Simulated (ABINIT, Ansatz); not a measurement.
**Quasiparticle gap of SnO2 (Cassiterite) in ABINIT**

Wanted: ground state, empty states, screening and self-energy for SnO2 (Cassiterite).

Method: PBE and many-body steps on it, plane waves, in ABINIT 10.8.3.

**Experimental background.**

- Gap 3.6 eV: experimental gap quoted from earlier work; bulk crystal (quoted in “Study on the Photocatalytic Properties of Flower-Shaped SnO2”, 2022, pmc:9565917).

### Step 1. Starting point

The structure is tetragonal, space group P4_2/mnm (No. 136). The conventional cell has a = 4.738 Å, b = 4.738 Å, c = 3.187 Å, α = 90.00°, β = 90.00°, γ = 90.00°. Nearest to Sn lie 6 O at 2.05 to 2.06 Å. O has 3 Sn at 2.05 to 2.06 Å nearest. Farther neighbours and most contacts between anions are not listed.

Structure file:

```cif
data_structure
_symmetry_space_group_name_H-M 'P 1'
_symmetry_Int_Tables_number 1
_cell_length_a 4.7380
_cell_length_b 4.7380
_cell_length_c 3.1865
_cell_angle_alpha 90.000
_cell_angle_beta 90.000
_cell_angle_gamma 90.000
_cell_volume 71.53
loop_
_atom_site_label
_atom_site_type_symbol
_atom_site_fract_x
_atom_site_fract_y
_atom_site_fract_z
_atom_site_occupancy
Sn1 Sn 0.00000 0.00000 0.00000 1
Sn2 Sn 0.50000 0.50000 0.50000 1
O3 O 0.30710 0.30710 0.00000 1
O4 O 0.19290 0.80710 0.50000 1
O5 O 0.69290 0.69290 0.00000 1
O6 O 0.80710 0.19290 0.50000 1
```

The cell and positions come from the Crystallography Open Database and are kept as given unless a step says otherwise.

### Step 2. Ground state

This step: ABINIT 10.8.3; DFT, PBE, plane waves, norm-conserving pseudopotentials.

The ground-state density comes first.

The input, run.abi:

```
acell 3*1.0 Angstrom
rprim 
  4.738000000000 0.000000000000 0.000000000000
  0.000000000000 4.738000000000 0.000000000000
  0.000000000000 0.000000000000 3.186500000000
ntypat 2
znucl 50 8
natom 6
typat 1 1 2 2 2 2
xred 
  0.000000000000 0.000000000000 0.000000000000
  0.500000000000 0.500000000000 0.500000000000
  0.307100000000 0.307100000000 0.000000000000
  0.192900000000 0.807100000000 0.500000000000
  0.692900000000 0.692900000000 0.000000000000
  0.807100000000 0.192900000000 0.500000000000
pp_dirpath "pseudos"
pseudos "Sn.upf, O.upf"
ecut 42
ngkpt 4 4 6
nshiftk 1
shiftk 0 0 0
kptopt 1
chksymbreak 0
nband 41
occopt 1
tolvrs 1e-10
nstep 60
prtwf 0
optforces 0
optstress 0
indata_prefix "in"
outdata_prefix "out"
tmpdata_prefix "tmp"
```

The run is started by

```console
$ OMP_NUM_THREADS=1 mpirun -n 8 abinit run.abi > log
```

Numbers of over 12 decimals in the logs are rounded to 6 here.

Log:

```text
.Version 10.8.3 of ABINIT. v10.8.2 released Aug 2026.

 Symmetries : space group P4_2/m n m (#136); Bravais tP (primitive tetrag.)
================================================================================
 Values of the parameters that define the memory need of the present run
     intxc =       0    ionmov =       0      iscf =       7    lmnmax =       6
     lnmax =       6     mgfft =      54  mpssoang =       3    mqgrid =    3001
     natom =       6  nloc_mem =       1    nspden =       1   nspinor =       1
    nsppol =       1      nsym =      16    n1xccc =    2501    ntypat =       2
    occopt =       1   xclevel =       2
-    mband =          41        mffmem =           1         mkmem =           3
       mpw =        6296          nfft =      104976          nkpt =          24
================================================================================
  Rough estimation (10% accuracy) of disk space for files :
================================================================================

--------------------------------------------------------------------------------
------------- Echo of variables that govern the present computation ------------
--------------------------------------------------------------------------------
 -outvars: echo values of preprocessed input variables --------
            acell      1.8897261259E+00  1.8897261259E+00  1.8897261259E+00 Bohr

      chksymbreak           0
             ecut      4.20000000E+01 Hartree
-          fftalg         312

              ixc     -101130
              kpt      0.00000000E+00  0.00000000E+00  0.00000000E+00
                       2.50000000E-01  0.00000000E+00  0.00000000E+00
                       5.00000000E-01  0.00000000E+00  0.00000000E+00
                       2.50000000E-01  2.50000000E-01  0.00000000E+00
                       5.00000000E-01  2.50000000E-01  0.00000000E+00
                       5.00000000E-01  5.00000000E-01  0.00000000E+00
                       0.00000000E+00  0.00000000E+00  1.66666667E-01
                       2.50000000E-01  0.00000000E+00  1.66666667E-01
                       5.00000000E-01  0.00000000E+00  1.66666667E-01
   [... 13 further rows ...]
                       5.00000000E-01  2.50000000E-01  5.00000000E-01
                       5.00000000E-01  5.00000000E-01  5.00000000E-01
         kptrlatt        4    0    0      0    4    0      0    0    6
          kptrlen      3.58140895E+01
P           mkmem           3
            natom           6
            nband          41
            ngfft          54      54      36
             nkpt          24
            nstep          60
             nsym          16
           ntypat           2
              occ      2.000000  2.000000  2.000000  2.000000  2.000000  2.000000
                       2.000000  2.000000  2.000000  2.000000  2.000000  2.000000
                       2.000000  2.000000  2.000000  2.000000  2.000000  2.000000
                       2.000000  2.000000  2.000000  2.000000  2.000000  2.000000
                       2.000000  2.000000  2.000000  2.000000  2.000000  2.000000
                       2.000000  2.000000  2.000000  2.000000  0.000000  0.000000
                       0.000000  0.000000  0.000000  0.000000  0.000000
        optforces           0
        optstress           0
            prtwf           0
            rprim      4.7380000000E+00  0.0000000000E+00  0.0000000000E+00
[...]
spgroup         136

           tolvrs      1.00000000E-10

             xred      0.0000000000E+00  0.0000000000E+00  0.0000000000E+00
[...]
znucl       50.00000    8.00000

================================================================================

 chkinp: Checking input parameters for consistency.

================================================================================
== DATASET  1 ==================================================================
-   mpi_nproc: 8, omp_nthreads: 1 (-1 if OMP is not activated)

--- !DatasetInfo
iteration_state: {dtset: 1, }
dimensions: {natom: 6, nkpt: 24, mband: 41, nsppol: 1, nspinor: 1, nspden: 1, mpw: 6296, }
cutoff_energies: {ecut:  42.0, pawecutdg:  -1.0, }
electrons: {nelect:   6.80000000E+01, charge:   0.00000000E+00, occopt:   1.00000000E+00, tsmear:   1.00000000E-02, }

 Real(R)+Recip(G) space primitive vectors, cartesian coordinates (Bohr,Bohr^-1):
 R(1)=  8.9535224  0.0000000  0.0000000  G(1)=  0.1116879  0.0000000  0.0000000
 R(2)=  0.0000000  8.9535224  0.0000000  G(2)=  0.0000000  0.1116879  0.0000000
 R(3)=  0.0000000  0.0000000  6.0216123  G(3)=  0.0000000  0.0000000  0.1660685
 Unit cell volume ucvol=  4.8272594E+02 bohr^3
 Angles (23,13,12)=  9.00000000E+01  9.00000000E+01  9.00000000E+01 degrees

 getcut: wavevector=  0.0000  0.0000  0.0000  ngfft=  54  54  36
         ecut(hartree)=     42.000   => boxcut(ratio)=   2.04927

--- Pseudopotential description ------------------------------------------------
- Sn Generated using ONCVPSP code by D. R. Hamann
- 50.00000  22.00000  171031                  znucl, zion, pspdat
12 -101130 2 -1 1628                          pspcod,pspxc,lmax,lloc,mmax
     nproj     2     2     2
  pspatm : epsatm=   27.31087254
         --- l  ekb(1:nproj) -->
[...]
pspatm: atomic psp has been read  and splines computed

- O Generated using ONCVPSP code by D. R. Hamann
-  8.00000   6.00000  171031                  znucl, zion, pspdat
12 -101130 2 -1 936                           pspcod,pspxc,lmax,lloc,mmax
     nproj     2     2     1
  pspatm : epsatm=    6.17005460
         --- l  ekb(1:nproj) -->
[...]
2   -1.331955
 pspatm: atomic psp has been read  and splines computed

   5.39253352E+03                                ecore*ucvol(ha*bohr**3)
--------------------------------------------------------------------------------

_setup2: Arith. and geom. avg. npw (full set) are    6276.344    6276.333

================================================================================

--- !BeginCycle
iteration_state: {dtset: 1, }
solver: {iscf: 7, nstep: 60, nline: 4, wfoptalg: 0, }
tolerances: {tolvrs: 1.00E-10, }

     iter   Etot(hartree)      deltaE(h)  residm     vres2
 ETOT  1  -508.63668929118    -5.086E+02 2.196E-01 1.209E+03
 ETOT  2  -509.05887037937    -4.222E-01 2.857E-02 1.183E+03
 ETOT  3  -509.49154456592    -4.327E-01 1.897E-02 1.499E+01
 ETOT  4  -509.49543743827    -3.893E-03 3.404E-03 1.151E+00
 ETOT  5  -509.49584511455    -4.077E-04 2.068E-03 8.763E-02
 ETOT  6  -509.49586478160    -1.967E-05 8.917E-04 2.898E-03
 ETOT  7  -509.49586499951    -2.179E-07 7.431E-04 2.571E-05
 ETOT  8  -509.49586500294    -3.432E-09 4.302E-04 5.826E-07
 ETOT  9  -509.49586500302    -8.112E-11 3.204E-04 3.678E-08
 ETOT 10  -509.49586500301     1.000E-11 2.448E-04 1.148E-09
 ETOT 11  -509.49586500304    -2.962E-11 2.319E-04 6.777E-11

 At SCF step   11       vres2   =  6.78E-11 < tolvrs=  1.00E-10 =>converged.

--- !ResultsGS
iteration_state: {dtset: 1, }
comment   : Summary of ground state results
lattice_vectors:
- [  8.9535224,   0.0000000,   0.0000000, ]
- [  0.0000000,   8.9535224,   0.0000000, ]
- [  0.0000000,   0.0000000,   6.0216123, ]
lattice_lengths: [   8.95352,    8.95352,    6.02161, ]
lattice_angles: [ 90.000,  90.000,  90.000, ] # degrees, (23, 13, 12)
lattice_volume:   4.8272594E+02
convergence: {deltae: -2.962E-11, res2:  6.777E-11, residm:  2.319E-04, diffor:  0.000E+00, }
etotal    :  -5.09495865E+02
entropy   :   0.00000000E+00
fermie    :   2.49058631E-01
cartesian_stress_tensor: null
pressure_GPa: null
xred      :
- [  0.0000E+00,   0.0000E+00,   0.0000E+00, Sn]
- [  5.0000E-01,   5.0000E-01,   5.0000E-01, Sn]
- [  3.0710E-01,   3.0710E-01,   0.0000E+00,  O]
- [  1.9290E-01,   8.0710E-01,   5.0000E-01,  O]
- [  6.9290E-01,   6.9290E-01,   0.0000E+00,  O]
- [  8.0710E-01,   1.9290E-01,   5.0000E-01,  O]
cartesian_forces: null
force_length_stats: {min: null, max: null, mean: null, }

 Integrated electronic density in atomic spheres:
 ------------------------------------------------
 Atom  Sphere_radius  Integrated_density
[...]
================================================================================

 ----iterations are completed or convergence reached----

 Mean square residual over all n,k,spin=   67.387E-08; max=  23.190E-05
 reduced coordinates (array xred) for    6 atoms
[...]
0.500000000000      0.500000000000      0.500000000000
       0.307100000000      0.307100000000      0.000000000000
       0.192900000000      0.807100000000      0.500000000000
       0.692900000000      0.692900000000      0.000000000000
       0.807100000000      0.192900000000      0.500000000000
 rms dE/dt=  0.0000E+00; max dE/dt=  0.0000E+00; dE/dt below (all hartree)
    1       0.000000000000      0.000000000000      0.000000000000
    2       0.000000000000      0.000000000000      0.000000000000
    3       0.000000000000      0.000000000000      0.000000000000
    4       0.000000000000      0.000000000000      0.000000000000
    5       0.000000000000      0.000000000000      0.000000000000
    6       0.000000000000      0.000000000000      0.000000000000

 cartesian coordinates (angstrom) at end:
    1      0.000000     0.000000     0.000000
    2      2.369000     2.369000     1.593250
    3      1.455040     1.455040     0.000000
    4      0.913960     3.824040     1.593250
    5      3.282960     3.282960     0.000000
    6      3.824040     0.913960     1.593250
 length scales=  1.889726125908  1.889726125908  1.889726125908 bohr
              =  1.000000000000  1.000000000000  1.000000000000 angstroms
 prteigrs : about to open file out_EIG
 Fermi (or HOMO) energy (hartree) =   0.24906   Average Vxc (hartree)=  -0.42434
 Eigenvalues (hartree) for nkpt=  24  k points:
 kpt#   1, nband= 41, wtk=  0.01042, kpt=  0.0000  0.0000  0.0000 (reduced coord)
  -4.45122   -4.45122   -2.82797   -2.82797   -2.82638   -2.82638   -2.82622   -2.82621
  -0.52850   -0.50088   -0.49067   -0.48981   -0.48981   -0.48655   -0.48526   -0.48206
  -0.48100   -0.48100   -0.44591   -0.37776   -0.37776   -0.31287   -0.04845    0.10009
   0.10009    0.10339    0.13529    0.17389    0.17716    0.20329    0.20329    0.22098
   0.22098    0.24906    0.29623    0.47480    0.48381    0.48381    0.63508    0.64049
   0.69479
 prteigrs : prtvol=0 or 1, do not print more k-points.

--- !EnergyTerms
iteration_state     : {dtset: 1, }
comment             : Components of total free energy in Hartree
kinetic             :  2.00434493866220E+02
hartree             :  1.58895150068906E+02
xc                  : -7.12084152047545E+01
Ewald energy        : -2.98339747503783E+02
psp_core            :  1.11710042103051E+01
local_psp           : -4.87139504680541E+02
non_local_psp       : -2.33088457593944E+01
total_energy        : -5.09495865003043E+02
total_energy_eV     : -1.38640887733280E+04
band_energy         : -6.12362511478776E+01

== END DATASET(S) ==============================================================
================================================================================

 -outvars: echo values of variables after computation  --------
           etotal     -5.0949586500E+02
            nband          41
             nkpt          24
          spgroup         136
 [... the other variables as echoed above ...]

 Calculation completed.
```

It took 38 s on 8 MPI ranks of Arm Neoverse V1, shared host; peak memory 0.77 GiB.

Numbers from this step:

- total energy: -13864.0888 eV
- gap: 1.284 eV
- k of the valence top: 0, 0, 0
- k of the conduction bottom: 0, 0, 0
- least direct gap: 1.284 eV

The gap is direct, at Γ.

### Step 3. Empty states on the mesh, 4×4×4 mesh, 271 bands

The sums over transitions need many empty states on a uniform mesh; this step solves for them.

run.abi: that of step 2 with these lines changed.

```diff
@@ -19,3 +19,3 @@
 ecut 42
-ngkpt 4 4 6
+ngkpt 4 4 4
 nshiftk 1
@@ -24,9 +24,10 @@
 chksymbreak 0
-nband 41
-occopt 1
-tolvrs 1e-10
+iscf -2
+irdden 1
+istwfk *1
+nband 271
+nbdbuf 24
+tolwfr 1e-09
 nstep 60
-prtwf 0
-optforces 0
-optstress 0
+prtvol 0
 indata_prefix "in"
```

Log:

```text
.Version 10.8.3 of ABINIT. v10.8.2 released Aug 2026.

 Symmetries : space group P4_2/m n m (#136); Bravais tP (primitive tetrag.)
[... echo of the input left out ...]
== DATASET  1 ==================================================================
-   mpi_nproc: 8, omp_nthreads: 1 (-1 if OMP is not activated)

--- !DatasetInfo
iteration_state: {dtset: 1, }
dimensions: {natom: 6, nkpt: 18, mband: 271, nsppol: 1, nspinor: 1, nspden: 1, mpw: 6312, }
cutoff_energies: {ecut:  42.0, pawecutdg:  -1.0, }
electrons: {nelect:   6.80000000E+01, charge:   0.00000000E+00, occopt:   1.00000000E+00, tsmear:   1.00000000E-02, }

 Real(R)+Recip(G) space primitive vectors, cartesian coordinates (Bohr,Bohr^-1):
 R(1)=  8.9535224  0.0000000  0.0000000  G(1)=  0.1116879  0.0000000  0.0000000
 R(2)=  0.0000000  8.9535224  0.0000000  G(2)=  0.0000000  0.1116879  0.0000000
 R(3)=  0.0000000  0.0000000  6.0216123  G(3)=  0.0000000  0.0000000  0.1660685
 Unit cell volume ucvol=  4.8272594E+02 bohr^3
 Angles (23,13,12)=  9.00000000E+01  9.00000000E+01  9.00000000E+01 degrees

 getcut: wavevector=  0.0000  0.0000  0.0000  ngfft=  54  54  36
         ecut(hartree)=     42.000   => boxcut(ratio)=   2.04927

--- Pseudopotential description ------------------------------------------------
- Sn Generated using ONCVPSP code by D. R. Hamann
- 50.00000  22.00000  171031                  znucl, zion, pspdat
12 -101130 2 -1 1628                          pspcod,pspxc,lmax,lloc,mmax
     nproj     2     2     2
  pspatm : epsatm=   27.31087254
         --- l  ekb(1:nproj) -->
             0    9.701792   -0.671203
             1    4.046855   -0.266328
             2   -2.346641   -0.600143
 pspatm: atomic psp has been read  and splines computed

- O Generated using ONCVPSP code by D. R. Hamann
-  8.00000   6.00000  171031                  znucl, zion, pspdat
12 -101130 2 -1 936                           pspcod,pspxc,lmax,lloc,mmax
     nproj     2     2     1
  pspatm : epsatm=    6.17005460
         --- l  ekb(1:nproj) -->
[...]
2   -1.331955
 pspatm: atomic psp has been read  and splines computed

--------------------------------------------------------------------------------

================================================================================
 prteigrs : about to open file out_EIG
 Non-SCF case, kpt    1 (  0.00000  0.00000  0.00000), residuals and eigenvalues=
  1.20E-10  1.46E-10  1.48E-10  2.03E-10  1.19E-10  2.14E-10  1.70E-10  1.47E-10
  3.98E-10  3.45E-10  3.07E-10  1.83E-10  5.08E-10  2.39E-10  3.47E-10  4.08E-10
  2.51E-10  3.49E-10  3.89E-11  4.69E-11  3.83E-10  1.71E-10  5.44E-11  5.07E-11
[...]
5.26E-05  3.06E-05  4.92E-05  3.27E-04  7.63E-04  5.15E-04  2.68E-03
 -4.4512E+00 -4.4512E+00 -2.8280E+00 -2.8280E+00 -2.8264E+00 -2.8264E+00
 -2.8262E+00 -2.8262E+00 -5.2850E-01 -5.0088E-01 -4.9067E-01 -4.8981E-01
 -4.8981E-01 -4.8655E-01 -4.8526E-01 -4.8206E-01 -4.8100E-01 -4.8100E-01
[...]
4.5065E+00  4.5126E+00  4.5127E+00  4.5201E+00  4.5212E+00  4.5585E+00
  4.5589E+00  4.5598E+00  4.5601E+00  4.5607E+00  4.5643E+00  4.5675E+00
  4.5787E+00
 prteigrs : prtvol=0 or 1, do not print more k-points.

--- !ResultsGS
iteration_state: {dtset: 1, }
comment   : Summary of ground state results
lattice_vectors:
- [  8.9535224,   0.0000000,   0.0000000, ]
- [  0.0000000,   8.9535224,   0.0000000, ]
- [  0.0000000,   0.0000000,   6.0216123, ]
lattice_lengths: [   8.95352,    8.95352,    6.02161, ]
lattice_angles: [ 90.000,  90.000,  90.000, ] # degrees, (23, 13, 12)
lattice_volume:   4.8272594E+02
convergence: {deltae:  0.000E+00, res2:  0.000E+00, residm:  9.991E-10, diffor:  0.000E+00, }
etotal    :  -5.09495865E+02
entropy   :   0.00000000E+00
fermie    :   2.49058631E-01
cartesian_stress_tensor: null
pressure_GPa: null
xred      :
- [  0.0000E+00,   0.0000E+00,   0.0000E+00, Sn]
- [  5.0000E-01,   5.0000E-01,   5.0000E-01, Sn]
- [  3.0710E-01,   3.0710E-01,   0.0000E+00,  O]
- [  1.9290E-01,   8.0710E-01,   5.0000E-01,  O]
- [  6.9290E-01,   6.9290E-01,   0.0000E+00,  O]
- [  8.0710E-01,   1.9290E-01,   5.0000E-01,  O]
cartesian_forces: null
force_length_stats: {min: null, max: null, mean: null, }

 Integrated electronic density in atomic spheres:
 ------------------------------------------------
 Atom  Sphere_radius  Integrated_density
[...]
================================================================================

 ----iterations are completed or convergence reached----

 Mean square residual over all n,k,spin=   34.487E-11; max=  99.906E-11
 reduced coordinates (array xred) for    6 atoms
[...]
0.692900000000      0.692900000000      0.000000000000
       0.807100000000      0.192900000000      0.500000000000

 cartesian coordinates (angstrom) at end:
    1      0.000000     0.000000     0.000000
    2      2.369000     2.369000     1.593250
    3      1.455040     1.455040     0.000000
    4      0.913960     3.824040     1.593250
    5      3.282960     3.282960     0.000000
    6      3.824040     0.913960     1.593250
 length scales=  1.889726125908  1.889726125908  1.889726125908 bohr
              =  1.000000000000  1.000000000000  1.000000000000 angstroms
 prteigrs : about to open file out_EIG
 Eigenvalues (hartree) for nkpt=  18  k points:
 kpt#   1, nband=271, wtk=  0.01563, kpt=  0.0000  0.0000  0.0000 (reduced coord)
[...]
4.38916    4.39490    4.39490    4.42147    4.44648    4.45333    4.45869    4.47150
   4.47150    4.50645    4.50646    4.51263    4.51266    4.52011    4.52120    4.55848
   4.55886    4.55983    4.56013    4.56075    4.56429    4.56750    4.57868
 prteigrs : prtvol=0 or 1, do not print more k-points.

== END DATASET(S) ==============================================================
================================================================================

 -outvars: echo values of variables after computation  --------
            nband         271
             nkpt          18
          spgroup         136
 [... the other variables as echoed above ...]

 Calculation completed.
```

It took 4.5 min on 8 MPI ranks; peak memory 1.1 GiB.

Numbers from this step:

```
gap                                                           : 1.284 eV
k of the valence top                                          : 0, 0, 0
k of the conduction bottom                                    : 0, 0, 0
least direct gap                                              : 1.284 eV
k points computed                                             : 18
lowest point of the top converged band, above the valence top : 109.8554 eV
```

On this mesh the gap is 1.284 eV.

(Part 1 of 2 ends here.)

[Paths, hosts, dates, memory and timing lines, banners, echoed tables and standing remarks are left out of the program output.]

[Logs are printed without paths, hosts, clocks, repeated set-up lines and the standing remarks that a program may print on its own settings, such as how far it seeks lower states.]

[Runs of the session that timed out or met a known fault of the program may be left out.]

[Hosts, paths, dates, database ids (printed as entryN), source tags and the programs' standing remarks are cut or masked in the printed files.]

[G0W0 gaps are taken among the corrected bands and points alone; a level outside them can change the order at an edge.]

[Where Ansatz stands beside ABINIT at settings called matched, ABINIT's density can come from a denser mesh and the files from another edition; pairs whose starting gaps differed by over 0.03 eV were left out, so agreement reads better than it is.]
